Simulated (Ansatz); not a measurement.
# Cu(100) film, 6 layers, groove: surface scattering

Wanted: the relaxed structure and the transmission of Cu(100) film, 6 layers, groove.

Main program and level: Ansatz 0.2.0; Ansatz plane-wave DFT, PBE, PAW files; relaxation of the atoms about the surface defect; PAW set soft_1, in the first sound run; inputs show where later runs differ.

**1. Set-up**

The cell holds 82 atoms: 82 Cu. Cell: a = 20.037 Å, b = 2.556 Å, c = 35.786 Å, α = 90.0°, β = 90.0°, γ = 90.0°. It derives from Cu. Vacuum lies along a. The structure's axis is c.

**2. Relaxing about the defect**

The neighbours of the defect are let go while the lead's layers stay on their sites, since a lead must repeat to 0.01 Å.

The input, input.yaml:

```yaml
crystal:
  lattice:
    - [20.0374, 0.0, 0.0]
    - [0.0, 2.5561627297, 0.0]
    - [0.0, 0.0, 35.7862782161]
  atoms:
    - { symbol: Cu, position: [0.2245800353, 0.0, 0.0] }
    - { symbol: Cu, position: [0.3147853514, 0.5, 0.0357142857] }
    - { symbol: Cu, position: [0.4049906675, 0.0, 0.0] }
    - { symbol: Cu, position: [0.4951959835, 0.5, 0.0357142857] }
    - { symbol: Cu, position: [0.5854012996, 0.0, 0.0] }
    - { symbol: Cu, position: [0.6756066156, 0.5, 0.0357142857] }
    - { symbol: Cu, position: [0.2245800353, 0.0, 0.0714285714] }
    - { symbol: Cu, position: [0.3147853514, 0.5, 0.1071428571] }
    - { symbol: Cu, position: [0.4049906675, 0.0, 0.0714285714] }
    - { symbol: Cu, position: [0.4951959835, 0.5, 0.1071428571] }
    - { symbol: Cu, position: [0.5854012996, 0.0, 0.0714285714] }
    - { symbol: Cu, position: [0.6756066156, 0.5, 0.1071428571] }
    - { symbol: Cu, position: [0.2245800353, 0.0, 0.1428571429] }
    - { symbol: Cu, position: [0.3147853514, 0.5, 0.1785714286] }
    - { symbol: Cu, position: [0.4049906675, 0.0, 0.1428571429] }
    - { symbol: Cu, position: [0.4951959835, 0.5, 0.1785714286] }
    - { symbol: Cu, position: [0.5854012996, 0.0, 0.1428571429] }
    - { symbol: Cu, position: [0.6756066156, 0.5, 0.1785714286] }
    - { symbol: Cu, position: [0.2245800353, 0.0, 0.2142857143] }
    - { symbol: Cu, position: [0.3147853514, 0.5, 0.25] }
    - { symbol: Cu, position: [0.4049906675, 0.0, 0.2142857143] }
    - { symbol: Cu, position: [0.4951959835, 0.5, 0.25] }
    - { symbol: Cu, position: [0.5854012996, 0.0, 0.2142857143] }
    - { symbol: Cu, position: [0.6756066156, 0.5, 0.25] }
    - { symbol: Cu, position: [0.2245800353, 0.0, 0.2857142857] }
    - { symbol: Cu, position: [0.3147853514, 0.5, 0.3214285714] }
    - { symbol: Cu, position: [0.4049906675, 0.0, 0.2857142857] }
    - { symbol: Cu, position: [0.4951959835, 0.5, 0.3214285714] }
    - { symbol: Cu, position: [0.5854012996, 0.0, 0.2857142857] }
    - { symbol: Cu, position: [0.6756066156, 0.5, 0.3214285714] }
    - { symbol: Cu, position: [0.2245800353, 0.0, 0.3571428571] }
    - { symbol: Cu, position: [0.3147853514, 0.5, 0.3928571429] }
    - { symbol: Cu, position: [0.4049906675, 0.0, 0.3571428571] }
    - { symbol: Cu, position: [0.4951959835, 0.5, 0.3928571429] }
    - { symbol: Cu, position: [0.5854012996, 0.0, 0.3571428571] }
    - { symbol: Cu, position: [0.6756066156, 0.5, 0.3928571429] }
    - { symbol: Cu, position: [0.2245800353, 0.0, 0.4285714286] }
    - { symbol: Cu, position: [0.3147853514, 0.5, 0.4642857143] }
    - { symbol: Cu, position: [0.4049906675, 0.0, 0.4285714286] }
    - { symbol: Cu, position: [0.4951959835, 0.5, 0.4642857143] }
    - { symbol: Cu, position: [0.5854012996, 0.0, 0.4285714286] }
    - { symbol: Cu, position: [0.2245800353, 0.0, 0.5] }
    - { symbol: Cu, position: [0.3147853514, 0.5, 0.5357142857] }
    - { symbol: Cu, position: [0.4049906675, 0.0, 0.5] }
    - { symbol: Cu, position: [0.4951959835, 0.5, 0.5357142857] }
    - { symbol: Cu, position: [0.5854012996, 0.0, 0.5] }
    - { symbol: Cu, position: [0.2245800353, 0.0, 0.5714285714] }
    - { symbol: Cu, position: [0.3147853514, 0.5, 0.6071428571] }
    - { symbol: Cu, position: [0.4049906675, 0.0, 0.5714285714] }
    - { symbol: Cu, position: [0.4951959835, 0.5, 0.6071428571] }
    - { symbol: Cu, position: [0.5854012996, 0.0, 0.5714285714] }
    - { symbol: Cu, position: [0.6756066156, 0.5, 0.6071428571] }
    - { symbol: Cu, position: [0.2245800353, 0.0, 0.6428571429] }
    - { symbol: Cu, position: [0.3147853514, 0.5, 0.6785714286] }
    - { symbol: Cu, position: [0.4049906675, 0.0, 0.6428571429] }
    - { symbol: Cu, position: [0.4951959835, 0.5, 0.6785714286] }
    - { symbol: Cu, position: [0.5854012996, 0.0, 0.6428571429] }
    - { symbol: Cu, position: [0.6756066156, 0.5, 0.6785714286] }
    - { symbol: Cu, position: [0.2245800353, 0.0, 0.7142857143] }
    - { symbol: Cu, position: [0.3147853514, 0.5, 0.75] }
    - { symbol: Cu, position: [0.4049906675, 0.0, 0.7142857143] }
    - { symbol: Cu, position: [0.4951959835, 0.5, 0.75] }
    - { symbol: Cu, position: [0.5854012996, 0.0, 0.7142857143] }
    - { symbol: Cu, position: [0.6756066156, 0.5, 0.75] }
    - { symbol: Cu, position: [0.2245800353, 0.0, 0.7857142857] }
    - { symbol: Cu, position: [0.3147853514, 0.5, 0.8214285714] }
    - { symbol: Cu, position: [0.4049906675, 0.0, 0.7857142857] }
    - { symbol: Cu, position: [0.4951959835, 0.5, 0.8214285714] }
    - { symbol: Cu, position: [0.5854012996, 0.0, 0.7857142857] }
    - { symbol: Cu, position: [0.6756066156, 0.5, 0.8214285714] }
    - { symbol: Cu, position: [0.2245800353, 0.0, 0.8571428571] }
    - { symbol: Cu, position: [0.3147853514, 0.5, 0.8928571429] }
    - { symbol: Cu, position: [0.4049906675, 0.0, 0.8571428571] }
    - { symbol: Cu, position: [0.4951959835, 0.5, 0.8928571429] }
    - { symbol: Cu, position: [0.5854012996, 0.0, 0.8571428571] }
    - { symbol: Cu, position: [0.6756066156, 0.5, 0.8928571429] }
    - { symbol: Cu, position: [0.2245800353, 0.0, 0.9285714286] }
    - { symbol: Cu, position: [0.3147853514, 0.5, 0.9642857143] }
    - { symbol: Cu, position: [0.4049906675, 0.0, 0.9285714286] }
    - { symbol: Cu, position: [0.4951959835, 0.5, 0.9642857143] }
    - { symbol: Cu, position: [0.5854012996, 0.0, 0.9285714286] }
    - { symbol: Cu, position: [0.6756066156, 0.5, 0.9642857143] }
kpoints:
  mp_grid: { grid: [1, 9, 1] }
hamiltonian:
  xc: pbe
  pseudopotentials: { kind: paw, azcp: { folder: soft_1 } }
scf:
  occupations: { method: fermi_dirac, width: 0.1 }
relax:
  f_tol: 0.03
  max_steps: 40
  constraints:
    - { sites: [0, 1, 2, 3, 4, 5, 6, 7, 8, 9, 10, 11, 12, 13, 14, 15, 16, 17, 18, 19, 20, 21, 22, 23, 24, 25, 26, 27, 28, 29, 30, 31, 32, 33, 36, 37, 38, 39, 41, 42, 43, 44, 46, 47, 48, 49, 52, 53, 54, 55, 57, 58, 59, 60, 61, 62, 63, 64, 65, 66, 67, 68, 69, 70, 71, 72, 73, 74, 75, 76, 77, 78, 79, 80, 81] }
```

Command:

```bash
$ ansatz run input.yaml --threads 8 --pin off --max-ram 15360MiB --backend cpu --events-out ev --progress --plain --runs-dir out
```

Numbers of over 12 decimals in the logs are rounded to 6 here.

What it wrote:

```text
Engine: ansatz 0.2.0, x86_64-unknown-linux-gnu
Pseudopotentials: kind: paw
Pseudopotential: Cu, paw, valence charge 19, recommended cutoff 420 eV (normal), soft_1/Cu.paw.azcp
Functional definition: PBE
  parameter kappa = 0.804
  parameter beta = 0.066725
  exchange = pbe_x(kappa = kappa, mu = beta*pi^2/3)
  correlation = pbe_c(beta = beta)
Crystal: 82 atoms, lattice volume = 1832.932 Å³
Basis set: ecut = 420 eV, 35929 PW (Γ), exchange–correlation on 270×36×480 points (8 copies of the dense FFT grid, shifted against one another)
Bands: 935, of which v1, the nominal top of the filled ones, is band 779 counted from 1 (778 counted from 0)
Symmetry: 4 space group operations
Space group: Pmm2 (ITA 25), of the structure as read, at distance tolerance 1.2e-4 Å
k-points: 5 of 9
Non-local potential: Cu, projectors of the file, l = 0: 3, l = 1: 2, l = 2: 3, l = 3: 1
PAW form: soft (Blöchl's): semilocal exchange-correlation on the pseudo side does not see the compensation charge
PAW one-centre angular grid: Cu, 590 points (default); XC on 64 Gauss nodes
Initial density: superposition of atomic densities (neutral atoms: chi_scale 0, normalization atom)
Initial wavefunctions: pseudopotential atomic-orbital guess
Functional: x = pbe(κ = 0.804, μ = 0.219515), c = pbe(β = 0.066725)
SCF iter   1: F=—  HF=-543315.459431 eV  |F-HF|=—  |Δ(HF+E_count)|=         —  Δρ=1.84e-1  dr2=3.77e2  ethr=3.10e-3  ⟨swp⟩=6.0  Hψ=17803  notcnv=0  defer=145
preconditioner: auto → LDOS  [metal: Δε(μ)=0.017 eV  Ē_g=7.812 eV  σ=0.100 eV  W_gap=0.04  n_scr=528 (ndim 8)  ℏωp=26.0 eV  f_vac=0.432  D(μ)=38.89/eV (n_scr^D=222)  β→1.0]
SCF iter   2: F=—  HF=-543754.438913 eV  |F-HF|=—  |Δ(HF+E_count)|=    4.39e2  Δρ=3.83e-1  dr2=1.54e3  ethr=3.10e-3  ⟨swp⟩=4.0  Hψ=14922  notcnv=0  defer=551  recentre
SCF iter   3: F=—  HF=-543252.614354 eV  |F-HF|=—  |Δ(HF+E_count)|=    5.02e2  Δρ=4.45e-2  dr2=2.38e1  ethr=3.10e-3  ⟨swp⟩=4.0  Hψ=12412  notcnv=0  defer=568
SCF iter   4: F=—  HF=-543248.781461 eV  |F-HF|=—  |Δ(HF+E_count)|=    3.83e0  Δρ=1.78e-2  dr2=3.29e0  ethr=1.53e-3  ⟨swp⟩=2.6  Hψ=7734  notcnv=0  defer=568
SCF iter   5: F=—  HF=-543248.141697 eV  |F-HF|=—  |Δ(HF+E_count)|=   6.40e-1  Δρ=4.38e-3  dr2=2.30e-1  ethr=2.11e-4  ⟨swp⟩=2.0  Hψ=9078  notcnv=0  defer=577
SCF iter   6: F=—  HF=-543248.203071 eV  |F-HF|=—  |Δ(HF+E_count)|=   6.14e-2  Δρ=1.52e-3  dr2=2.91e-2  ethr=1.48e-5  ⟨swp⟩=2.0  Hψ=6885  notcnv=0  defer=577
SCF iter   7: F=—  HF=-543248.211372 eV  |F-HF|=—  |Δ(HF+E_count)|=   8.30e-3  Δρ=6.19e-4  dr2=4.32e-3  ethr=1.87e-6  ⟨swp⟩=2.2  Hψ=6503  notcnv=0  defer=577
SCF iter   8: F=—  HF=-543248.214766 eV  |F-HF|=—  |Δ(HF+E_count)|=   3.39e-3  Δρ=3.00e-4  dr2=1.40e-3  ethr=2.77e-7  ⟨swp⟩=3.0  Hψ=7463  notcnv=0  defer=577
SCF iter   9: F=—  HF=-543248.214735 eV  |F-HF|=—  |Δ(HF+E_count)|=   3.09e-5  Δρ=1.08e-4  dr2=2.58e-4  ethr=8.98e-8  ⟨swp⟩=2.0  Hψ=6278  notcnv=0  defer=577
SCF iter  10: F=—  HF=-543248.214781 eV  |F-HF|=—  |Δ(HF+E_count)|=   4.59e-5  Δρ=4.73e-5  dr2=3.14e-5  ethr=1.66e-8  ⟨swp⟩=2.0  Hψ=6507  notcnv=0  defer=577
SCF iter  11: F=-543248.214793 eV  HF=-543248.214800 eV  |F-HF|=6.89e-6  |Δ(HF+E_count)|=   1.90e-5  Δρ=2.84e-5  dr2=1.11e-5  ethr=1.44e-9  ⟨swp⟩=3.4  Hψ=11307  notcnv=0
SCF 1 converged in 11 iterations: F = -543248.214793 eV  dr2 = 1.11e-5
  greatest PAW one-centre occupation: 1.000 electrons in one spin orbital (limit 2), on the Cu atom at site 51 (counted from 0), in its partial waves of l = 0
relax step   1: F+E_penalty+E_count = -543248.21479284 eV  Δ(F+E_penalty+E_count) = +0.000e0 eV  max|allowed force component| = 3.735e-1 eV/Å  Δτ_max = 0.0000 Å  (11 SCF iters, dr2 threshold 2.25e-5 eV, accepted)
Initial density: handed on by an earlier stage of this run
Initial wavefunctions: those handed on with the density
iter 1 solved again at ethr=1.04e-6 eV; its pass at ethr=3.10e-3 eV (dr2=1.62e-2 eV) is discarded
SCF iter   1: F=—  HF=-543248.251971 eV  |F-HF|=—  |Δ(HF+E_count)|=         —  Δρ=1.23e-3  dr2=1.48e-2  ethr=1.04e-6  ⟨swp⟩=3.0  Hψ=14092  notcnv=0  defer=568
preconditioner: auto → LDOS  [metal: Δε(μ)=0.014 eV  Ē_g=8.558 eV  σ=0.100 eV  W_gap=0.04  n_scr=528 (ndim 8)  ℏωp=26.0 eV  f_vac=0.431  D(μ)=26.64/eV (n_scr^D=152)  β→1.0]
SCF iter   2: F=—  HF=-543248.256321 eV  |F-HF|=—  |Δ(HF+E_count)|=   4.35e-3  Δρ=1.97e-3  dr2=4.11e-2  ethr=9.51e-7  ⟨swp⟩=3.0  Hψ=8606  notcnv=0  defer=568  recentre
SCF iter   3: F=—  HF=-543248.249580 eV  |F-HF|=—  |Δ(HF+E_count)|=   6.74e-3  Δρ=7.61e-4  dr2=6.64e-3  ethr=9.51e-7  ⟨swp⟩=2.8  Hψ=8229  notcnv=0  defer=568
SCF iter   4: F=—  HF=-543248.249818 eV  |F-HF|=—  |Δ(HF+E_count)|=   2.38e-4  Δρ=8.09e-5  dr2=1.15e-4  ethr=4.26e-7  ⟨swp⟩=2.0  Hψ=7606  notcnv=0  defer=568
SCF iter   5: F=—  HF=-543248.249847 eV  |F-HF|=—  |Δ(HF+E_count)|=   2.90e-5  Δρ=9.65e-5  dr2=1.02e-4  ethr=7.39e-9  ⟨swp⟩=3.0  Hψ=10024  notcnv=0  defer=568
SCF iter   6: F=-543248.249839 eV  HF=-543248.249837 eV  |F-HF|=1.92e-6  |Δ(HF+E_count)|=   9.67e-6  Δρ=1.22e-5  dr2=1.96e-6  ethr=5.60e-10  ⟨swp⟩=2.4  Hψ=16768  notcnv=0
SCF 2 converged in 6 iterations: F = -543248.249839 eV  dr2 = 1.96e-6
relax step   2: F+E_penalty+E_count = -543248.24983906 eV  Δ(F+E_penalty+E_count) = -3.505e-2 eV  max|allowed force component| = 2.398e-1 eV/Å  Δτ_max = 0.0367 Å  (6 SCF iters, dr2 threshold 8.72e-6 eV, accepted)
SCF iter   1: F=—  HF=-543248.285479 eV  |F-HF|=—  |Δ(HF+E_count)|=         —  Δρ=2.10e-3  dr2=4.31e-2  ethr=2.98e-5  ⟨swp⟩=4.6  Hψ=10729  notcnv=0  defer=575
preconditioner: auto → LDOS  [metal: Δε(μ)=0.012 eV  Ē_g=8.562 eV  σ=0.100 eV  W_gap=0.03  n_scr=528 (ndim 8)  ℏωp=26.0 eV  f_vac=0.431  D(μ)=26.66/eV (n_scr^D=152)  β→1.0]
SCF iter   2: F=—  HF=-543248.288653 eV  |F-HF|=—  |Δ(HF+E_count)|=   3.17e-3  Δρ=2.73e-3  dr2=8.42e-2  ethr=2.76e-6  ⟨swp⟩=3.0  Hψ=10277  notcnv=0  defer=575
SCF iter   3: F=—  HF=-543248.281450 eV  |F-HF|=—  |Δ(HF+E_count)|=   7.20e-3  Δρ=1.95e-3  dr2=4.12e-2  ethr=2.76e-6  ⟨swp⟩=2.8  Hψ=8453  notcnv=0  defer=575
SCF iter   4: F=—  HF=-543248.274262 eV  |F-HF|=—  |Δ(HF+E_count)|=   7.19e-3  Δρ=6.02e-4  dr2=3.96e-3  ethr=2.64e-6  ⟨swp⟩=2.0  Hψ=7603  notcnv=0  defer=575
SCF iter   5: F=—  HF=-543248.273545 eV  |F-HF|=—  |Δ(HF+E_count)|=   7.17e-4  Δρ=1.97e-4  dr2=4.43e-4  ethr=2.54e-7  ⟨swp⟩=2.2  Hψ=7755  notcnv=0  defer=575
SCF iter   6: F=—  HF=-543248.274762 eV  |F-HF|=—  |Δ(HF+E_count)|=   1.22e-3  Δρ=2.36e-5  dr2=6.02e-5  ethr=2.84e-8  ⟨swp⟩=3.0  Hψ=8280  notcnv=0  defer=575
SCF iter   7: F=—  HF=-543248.274767 eV  |F-HF|=—  |Δ(HF+E_count)|=   5.10e-6  Δρ=4.17e-5  dr2=2.17e-5  ethr=3.86e-9  ⟨swp⟩=2.0  Hψ=7804  notcnv=0  defer=575
[...]
SCF iter   9: F=-543248.275640 eV  HF=-543248.275639 eV  |F-HF|=1.57e-8  |Δ(HF+E_count)|=   8.85e-9  Δρ=9.36e-7  dr2=2.02e-8  ethr=6.42e-12  ⟨swp⟩=2.6  Hψ=15489  notcnv=0
SCF 4 converged in 9 iterations: F = -543248.275640 eV  dr2 = 2.02e-8
relax step   4: F+E_penalty+E_count = -543248.27563950 eV  Δ(F+E_penalty+E_count) = -8.779e-4 eV  max|allowed force component| = 1.240e-2 eV/Å  Δτ_max = 0.0143 Å  (9 SCF iters, accepted)
SCF converged after 9 iterations
Free energy (F): -543248.275640 eV
Harris-Foulkes:  -543248.275639 eV  (|F-HF|=1.57e-8)
Internal energy: -543247.408131 eV  (E = F + TS)
E sigma→0 (E₀):  -543247.841885 eV
Entropy (-TS):   -0.867508 eV (-10.579 meV/atom)
Fermi energy:    6.543982 eV
--- Per-component energies (eV) ---
  E_band       = -45113.389020
  E_kinetic    = 21429.944212
  E_local      = -2187906.589194  (includes V_loc(G=0)·N_el)
  E_nonlocal   = 73112.714037
  E_hartree    = 1058249.061172
  E_xc         = -5610.752027
  E_vxc        = -7240.837518  (∫ρ·V_xc dr)
  E_paw        = -148943.296458  (= ΣΔE_a)
  E_vpaw       = -61006.797151  (= ΣTr[D̂ρ^β])
  E_aug_tail   = 0.079074  (compensation charges beyond the density's cutoff)
  E_ewald      = 646421.431053
  E_smearing   = -0.867508  (= −TS)
  E_closure    = 0.000000  (closes the sum)
  Σ components = -543248.275640   (vs F -543248.275640, Δ=0.00e0)
--- Forces (eV/Å), atoms counted from 1 ---
  atom   1  Cu     0.15329721     0.00000000     0.00000000
  atom   2  Cu    -0.22015140    -0.00000000    -0.00208978
  atom   3  Cu    -0.00306012     0.00000000     0.00000000
  atom   4  Cu     0.00610662     0.00000000    -0.00105920
  atom   5  Cu     0.22979008     0.00000000     0.00000000
  atom   6  Cu    -0.15097198    -0.00000000    -0.00091075
  atom   7  Cu     0.15301784     0.00000000     0.01281441
  atom   8  Cu    -0.22027101     0.00000000    -0.00653604
  atom   9  Cu    -0.00635267     0.00000000     0.00342805
  atom  10  Cu     0.00755426     0.00000000     0.00137037
  atom  11  Cu     0.22782589     0.00000000    -0.00066630
  atom  12  Cu    -0.15464995     0.00000000    -0.00099213
  atom  13  Cu     0.14675062     0.00000000    -0.01084368
  atom  14  Cu    -0.22195462    -0.00000000     0.00271080
  atom  15  Cu    -0.01224448    -0.00000000    -0.00293526
  atom  16  Cu     0.00756412     0.00000000    -0.00522598
  atom  17  Cu     0.22959955    -0.00000000    -0.00469118
  atom  18  Cu    -0.15719213     0.00000000    -0.00254383
  atom  19  Cu     0.15604219     0.00000000     0.00356358
  atom  20  Cu    -0.23152338     0.00000000     0.00193780
  atom  21  Cu    -0.00698342    -0.00000000    -0.00274233
  atom  22  Cu     0.00101224     0.00000000    -0.00479173
  atom  23  Cu     0.22819321     0.00000000     0.00363902
  atom  24  Cu    -0.15318803     0.00000000     0.00525086
  atom  25  Cu     0.15171280     0.00000000     0.01514160
  atom  26  Cu    -0.23745892     0.00000000     0.00051616
  atom  27  Cu     0.00166703    -0.00000000     0.01251196
  atom  28  Cu     0.03356809     0.00000000     0.02174268
  atom  29  Cu     0.22320172     0.00000000    -0.00173189
  atom  30  Cu    -0.12198496     0.00000000    -0.10723929
  atom  31  Cu     0.15005313     0.00000000    -0.00800469
  atom  32  Cu    -0.22793921     0.00000000     0.00638912
  atom  33  Cu    -0.01323225     0.00000000     0.00524787
  atom  34  Cu     0.06542111     0.00000000     0.05146043
  atom  35  Cu     0.00304758     0.00000000    -0.01240018
  atom  36  Cu     0.00493315     0.00000000     0.00446540
  atom  37  Cu     0.15246924     0.00000000    -0.00242381
  atom  38  Cu    -0.23897229     0.00000000     0.00163534
  atom  39  Cu     0.01728225     0.00000000     0.01124743
  atom  40  Cu     0.14963828     0.00000000    -0.08129671
[...]
atom  71  Cu     0.14675062     0.00000000     0.01084368
  atom  72  Cu    -0.22027101     0.00000000     0.00653604
  atom  73  Cu    -0.01224448     0.00000000     0.00293526
  atom  74  Cu     0.00755426     0.00000000    -0.00137037
  atom  75  Cu     0.22959955    -0.00000000     0.00469118
  atom  76  Cu    -0.15464995     0.00000000     0.00099213
  atom  77  Cu     0.15301784     0.00000000    -0.01281441
  atom  78  Cu    -0.22015140    -0.00000000     0.00208978
  atom  79  Cu    -0.00635267     0.00000000    -0.00342805
  atom  80  Cu     0.00610662     0.00000000     0.00105920
  atom  81  Cu     0.22782589     0.00000000     0.00066630
  atom  82  Cu    -0.15097198     0.00000000     0.00091075
  max |Σ_I F_I| component: 6.97e-5 eV/Å
--- Relaxed structure (4 steps of the walk, 4 accepted, 0 SCFs on fresh bases) ---
  F+E_penalty+E_count = -543248.27563950 eV   max|allowed force component| = 1.240e-2 eV/Å
  atoms:
    - { symbol: Cu, position: [0.2245800353, 0.0, 0.0] }
    - { symbol: Cu, position: [0.3147853514, 0.5, 0.035714] }
    - { symbol: Cu, position: [0.4049906675, 0.0, 0.0] }
    - { symbol: Cu, position: [0.4951959835, 0.5, 0.035714] }
    - { symbol: Cu, position: [0.5854012996, 0.0, 0.0] }
    - { symbol: Cu, position: [0.6756066156, 0.5, 0.035714] }
    - { symbol: Cu, position: [0.2245800353, 0.0, 0.071429] }
    - { symbol: Cu, position: [0.3147853514, 0.5, 0.107143] }
    - { symbol: Cu, position: [0.4049906675, 0.0, 0.071429] }
    - { symbol: Cu, position: [0.4951959835, 0.5, 0.107143] }
    - { symbol: Cu, position: [0.5854012996, 0.0, 0.071429] }
    - { symbol: Cu, position: [0.6756066156, 0.5, 0.107143] }
    - { symbol: Cu, position: [0.2245800353, 0.0, 0.142857] }
    - { symbol: Cu, position: [0.3147853514, 0.5, 0.178571] }
    - { symbol: Cu, position: [0.4049906675, 0.0, 0.142857] }
    - { symbol: Cu, position: [0.4951959835, 0.5, 0.178571] }
    - { symbol: Cu, position: [0.5854012996, 0.0, 0.142857] }
    - { symbol: Cu, position: [0.6756066156, 0.5, 0.178571] }
    - { symbol: Cu, position: [0.2245800353, 0.0, 0.214286] }
    - { symbol: Cu, position: [0.3147853514, 0.5, 0.250000] }
    - { symbol: Cu, position: [0.4049906675, 0.0, 0.214286] }
    - { symbol: Cu, position: [0.4951959835, 0.5, 0.250000] }
    - { symbol: Cu, position: [0.5854012996, 0.0, 0.214286] }
    - { symbol: Cu, position: [0.6756066156, 0.5, 0.250000] }
    - { symbol: Cu, position: [0.2245800353, 0.0, 0.2857142857] }
    - { symbol: Cu, position: [0.3147853514, 0.5, 0.3214285714] }
    - { symbol: Cu, position: [0.4049906675, 0.0, 0.2857142857] }
    - { symbol: Cu, position: [0.4951959835, 0.5, 0.3214285714] }
    - { symbol: Cu, position: [0.5854012996, 0.0, 0.2857142857] }
    - { symbol: Cu, position: [0.6756066156, 0.5, 0.3214285714] }
    - { symbol: Cu, position: [0.2245800353, 0.0, 0.3571428571] }
    - { symbol: Cu, position: [0.3147853514, 0.5, 0.392857] }
    - { symbol: Cu, position: [0.4049906675, 0.0, 0.3571428571] }
    - { symbol: Cu, position: [0.4951959835, 0.5, 0.392857] }
    - { symbol: Cu, position: [0.585561, 0, 0.357064] }
    - { symbol: Cu, position: [0.671119, 0.5, 0.391744] }
    - { symbol: Cu, position: [0.2245800353, 0.0, 0.428571] }
    - { symbol: Cu, position: [0.3147853514, 0.5, 0.464286] }
    - { symbol: Cu, position: [0.4049906675, 0.0, 0.428571] }
    - { symbol: Cu, position: [0.4951959835, 0.5, 0.464286] }
[...]
- { symbol: Cu, position: [0.2245800353, 0.0, 0.8571428571] }
    - { symbol: Cu, position: [0.3147853514, 0.5, 0.892857] }
    - { symbol: Cu, position: [0.4049906675, 0.0, 0.8571428571] }
    - { symbol: Cu, position: [0.4951959835, 0.5, 0.892857] }
    - { symbol: Cu, position: [0.5854012996, 0.0, 0.8571428571] }
    - { symbol: Cu, position: [0.6756066156, 0.5, 0.892857] }
    - { symbol: Cu, position: [0.2245800353, 0.0, 0.928571] }
    - { symbol: Cu, position: [0.3147853514, 0.5, 0.964286] }
    - { symbol: Cu, position: [0.4049906675, 0.0, 0.928571] }
    - { symbol: Cu, position: [0.4951959835, 0.5, 0.964286] }
    - { symbol: Cu, position: [0.5854012996, 0.0, 0.928571] }
    - { symbol: Cu, position: [0.6756066156, 0.5, 0.964286] }
```

Elapsed: 24 min, on 8 threads of Intel Xeon at 2.70GHz, shared host; peak memory 9.2 GiB.

(Part 1 of 2 ends here.)

[Logs are printed without paths, hosts, clocks, repeated set-up lines and the standing remarks that a program may print on its own settings, such as how far it seeks lower states.]

[Hosts, paths, dates, database ids (printed as entryN), source tags and the programs' standing remarks are cut or masked in the printed files.]
